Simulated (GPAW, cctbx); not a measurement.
# RbBiCl6: deformation density and structure factors from DFT

Question: by how much does bonding change the X-ray structure factors of RbBiCl6, and what does a routine refinement make of it?

The start was made by putting kin elements into a known structure type; the compound need not exist, or be stable, in this form. All numbers below are calculated.

### 1. Find the equilibrium geometry

The density hangs on the geometry, so cell and atoms are relaxed first, with the symmetry held. The cutoff is set higher than for the density because stress converges slowly with plane waves.

Settings: GPAW 26.7.0, PBE, 570 eV, 3×3×3 k-points, Fermi–Dirac width 0.05 eV, BFGS to 0.03 eV/Å.

```text
cell
1.0
     0.000000000    5.161000000    5.161000000
     5.161000000    0.000000000    5.161000000
     5.161000000    5.161000000    0.000000000
Bi Rb Cl
1 1 6
Direct
0.000000000 0.000000000 0.000000000
0.500000000 0.500000000 0.500000000
0.219800000 0.780200000 0.780200000
0.780200000 0.219800000 0.780200000
0.219800000 0.219800000 0.780200000
0.780200000 0.219800000 0.219800000
0.219800000 0.780200000 0.219800000
0.780200000 0.780200000 0.219800000
```

```console
$ OMP_NUM_THREADS=1 mpirun -n 4 gpaw python run.py > gpaw.log
```

```text
BFGS:    0      -19.983206        3.529904
BFGS:    1      -21.122886        2.190051
BFGS:    2      -21.944864        1.338113
BFGS:    3      -22.103968        1.044954
...
BFGS:    8      -23.179653        0.622213
BFGS:    9      -23.329049        0.122163
BFGS:   10      -23.338146        0.017085
cell  8.2569 8.2569 8.2569  60.00 60.00 60.00
volume 398.049 A^3, largest force 0.008 eV/A, largest stress 0.06 GPa
```

The cell moved far, while the k-mesh and basis were chosen for the start, so the final shape may be somewhat biased.

After 10 steps the volume has changed by +44.8 % and the energy by -3.355 eV; the largest stress left is 0.06 GPa. It took 3 min on 4 cores of Arm Neoverse V1 (shared host), peak memory 1.8 GiB.

Relaxed structure: Fm-3m (no. 225), a = 11.6770 Å, b = 11.6770 Å, c = 11.6770 Å, α = 90.00°, β = 90.00°, γ = 90.00°.

```csv
atom,mult.,x,y,z
Bi1,4,0,0,0
Rb1,4,1/2,0,0
Cl1,24,0.7850,0,0
```

### 2. The all-electron density

X-rays see the whole electron density, so the PAW density is rebuilt with its core regions. Subtracting spherical free atoms from the same code cancels the cores and leaves the deformation density Δρ, the part due to bonding.

Settings: PBE, 450 eV, 3×3×3 k-points, Fermi–Dirac width 0.05 eV; primitive cell of 8 atoms.

```console
$ OMP_NUM_THREADS=1 mpirun -n 4 gpaw python run.py > gpaw.log
```

```text
|iter:   1|       0s |  -24.965994 | -0.55 |       |
|iter:   2|       1s |  -24.587329 | -1.89 | -1.18 |
|iter:   3|       2s |  -23.357466 | -1.81 | -1.23 |
...
|iter:   8|       8s |  -23.226652c| -6.02 | -4.06c|
|iter:   9|       9s |  -23.226654c| -6.62 | -4.63c|
|iter:  10|      10s |  -23.226654c| -7.75c| -5.07c|
```

```text
grid (84, 84, 84)  electrons 222.000  moved by bonding 1.667 e
deformation density beyond 0.5 A of the nuclei: max 0.091, min -0.147 e/A^3
atom        x       y       z   Voronoi charge  moment
Bi1    0.0000  0.0000  0.0000      0.623       0.00
Rb2    0.5000  0.5000  0.5000      0.189       0.00
Cl3    0.2150  0.7850  0.7850     -0.135       0.00
Cl4    0.7850  0.2150  0.7850     -0.135       0.00
Cl5    0.2150  0.2150  0.7850     -0.135       0.00
Cl6    0.7850  0.2150  0.2150     -0.135       0.00
Cl7    0.2150  0.7850  0.2150     -0.135       0.00
Cl8    0.7850  0.7850  0.2150     -0.135       0.00
mean inner potential of superposed free atoms 6.488 V
total magnetic moment 0.000 muB
```

Deformation density in a plane through the shortest contact of the Bi atom at the origin, in 0.01 e/Å³ (clipped at ±99); x from -1.6 to 4.1 Å, y from 2.4 down to -2.4 Å:

```text
  0   2   6   4   .   .   7   3   1   0   0   0   0   0   0   0
  0   1   3  -2 -12  -7   3   2   0   0   0   0   0   0   0   0
  0   0   1   5   7   6   3   0   0   0   0   0   0   0   0  -1
  0  -2  -2   1   4   2  -1  -2  -1   1   1   2   1   0   0  -1
  2  -2  -7  -7  -2  -5  -8  -4   1   2   4   7   3   0   0  -1
  5   2  -6   0   .   3  -5  -3   5   1  -2   .  -2  -2  -1  -1
  7   4  -2  10   .   .   1   0   8  -4   .   . -13  -6  -1  -1
  5   2  -6   0   .   4  -5  -3   5   1  -2   .  -3  -2  -1  -1
  2  -2  -8  -7  -2  -5  -9  -4   1   2   4   7   3   0   0  -1
  0  -2  -2   1   4   2  -1  -2  -1   1   2   2   1   0   0  -1
  0   0   1   5   7   6   3   0   0   0   0   0   0   0   0  -1
  0   1   3  -2 -12  -7   3   2   0   0   0   0   0   0   0   0
  0   2   6   5   .   .   7   3   1   0   0   0   0   0   0   0
```

Atoms in or within 0.15 Å of the plane: Bi (0.0, 0.0), Cl (2.5, 0.0) Å. Dots mark points within about 0.45 Å of a nucleus; large values next to them are atomic features.

Cl gains most (-0.14 e) and Bi loses most (+0.62 e); Cl is the most electronegative element, but the order of the others doesn't follow electronegativity. Such charges fall far short of formal ones, since overlapping free atoms already put density on their neighbours. Along the shortest contact from the Bi atom at the map's origin, Bi–Cl at 2.51 Å, Δρ is +0.05 e/Å³ at the midpoint; the highest value on the line, +0.10, lies at the edge of the range, 0.5 Å from Bi, and is an atomic rather than a bond feature: a modest build-up. At the midpoints of other shortest contacts it is -0.01 (Rb–Cl, 3.33 Å) e/Å³. Point values carry grid noise of about 0.01 e/Å³. The run needed 10 iterations, 19 s.

### 3. Structure factors

The Fourier components of Δρ, added to those of the free atoms, give the static X-ray structure factors; the Mott–Bethe relation turns them into the Fourier components V of the potential that fast electrons feel.

```text
static structure factors of the conventional cell: F in electrons, V (Mott-Bethe) in volts
   h  k  l      d  |F| table  |F| free   |F| DFT   change   |V| free  |V| DFT  change %
   1  1  1  6.7417   264.889   264.498   264.461   -0.037     1.126    1.131      0.4
   0  2  0  5.8385   593.316   593.242   592.350   -0.892     3.506    3.594      2.5
   0  2  2  4.1284   344.715   344.592   342.244   -2.348     1.244    1.359      9.3
   1  3  1  3.5207   152.329   152.127   150.762   -1.365     0.280    0.328     17.4
   2  2  2  3.3709   128.654   128.381   125.512   -2.869     0.571    0.477    -16.4
   0  4  0  2.9192   685.061   685.159   686.787    1.627     3.764    3.724     -1.1
   1  3  3  2.6789    65.220    64.966    63.451   -1.516     0.375    0.343     -8.4
   0  4  2  2.6111   474.399   474.383   474.795    0.412     2.064    2.056     -0.4
   2  4  2  2.3836   283.528   283.282   283.441    0.159     0.609    0.607     -0.4
   3  3  3  2.2472     6.888     7.298     8.533    1.235     0.858    0.840     -2.1
   1  5  1  2.2472   280.703   280.789   282.026    1.237     1.219    1.201     -1.5
   0  4  4  2.0642   574.058   574.406   573.939   -0.467     2.634    2.640      0.2
   1  5  3  1.9738   197.684   197.675   198.086    0.411     0.604    0.599     -0.8
   2  4  4  1.9462   400.982   401.025   400.950   -0.075     1.408    1.409      0.1
```

The largest X-ray change is -2.87 e on 222, 2.2 % of |F|. For electrons V goes as (Z − F)/g², so a change of F counts against Z − F, which is small at low angle and wherever the atoms' terms cancel: |V| of 131 moves by +17.4 % (0.28 to 0.33 V) against -0.9 % in |F|. The tabulated Hartree–Fock atoms differ from the free DFT atoms by up to 0.41 e, so the choice of reference atom matters too.

### 4. What a spherical-atom refinement makes of it

Routine crystallography fits spherical atoms. To see the bias, intensities are simulated from tabulated atoms plus the DFT change ΔF, so that bonding alone can misfit (26228 reflections of the full sphere, merged to the counts below, to 0.4 Å, 1 % proportional noise plus counting noise, assumed isotropic U as listed, Δρ smeared by the mean U) and refined with cctbx over different ranges.

| range | data | R1 | GooF | U Bi1 (true 0.0056) | U Rb1 (true 0.0077) | U Cl1 (true 0.01) | largest shift (Å) | Δρ max, min (e/Å³) |
| --- | --- | --- | --- | --- | --- | --- | --- | --- |
| all data | 719 | 0.0023 | 1.07 | 0.0056 | 0.0077 | 0.0100 | 0.0001 | 0.15, -0.18 |
| low resolution, d > 0.84 | 99 | 0.0019 | 1.50 | 0.0056 | 0.0077 | 0.0100 | 0.0005 | 0.08, -0.09 |
| high order, d < 0.75 | 588 | 0.0025 | 0.99 | 0.0056 | 0.0077 | 0.0100 | 0.0001 | 0.11, -0.15 |
| occupancies free, d > 0.7 | 162 | 0.0018 | 1.29 | 0.0056 | 0.0077 | 0.0101 | 0.0004 | 0.10, -0.12 |

With all data GooF is 1.07, diluted by the many high-angle data; the misfit shows at low resolution; the top residual peak lies 0.68 Å from Cl and 2.76 Å from Bi. No U is off by more than 3 s.u. at low resolution. With Bi1 held at 1 and the scale free, the other occupancies refine to Rb1 1.001(0.001) and Cl1 1.003(0.001), within three s.u. of full.

### 5. Answer

Bonding moves 1.67 e in the primitive cell of RbBiCl6 and changes the structure factors of the conventional cell in the table above by at most 2.87 e (222, 2.2 %), and among reflections above 2 % of the strongest by up to 2.3 % (133). The shortest bond, Bi–Cl, has Δρ = +0.05 e/Å³ at its midpoint. With all data GooF is 1.07, diluted by the many high-angle data. Limits: static density, frozen cores, no spin–orbit coupling.

[Outputs are excerpts: Python notices, other lines and further rows are left out; steps that failed or that the build refused (PBEsol, TPSS) are not shown.]

[Logs are printed without paths, hosts, clocks, repeated set-up lines and the standing remarks that a program may print on its own settings, such as how far it seeks lower states.]
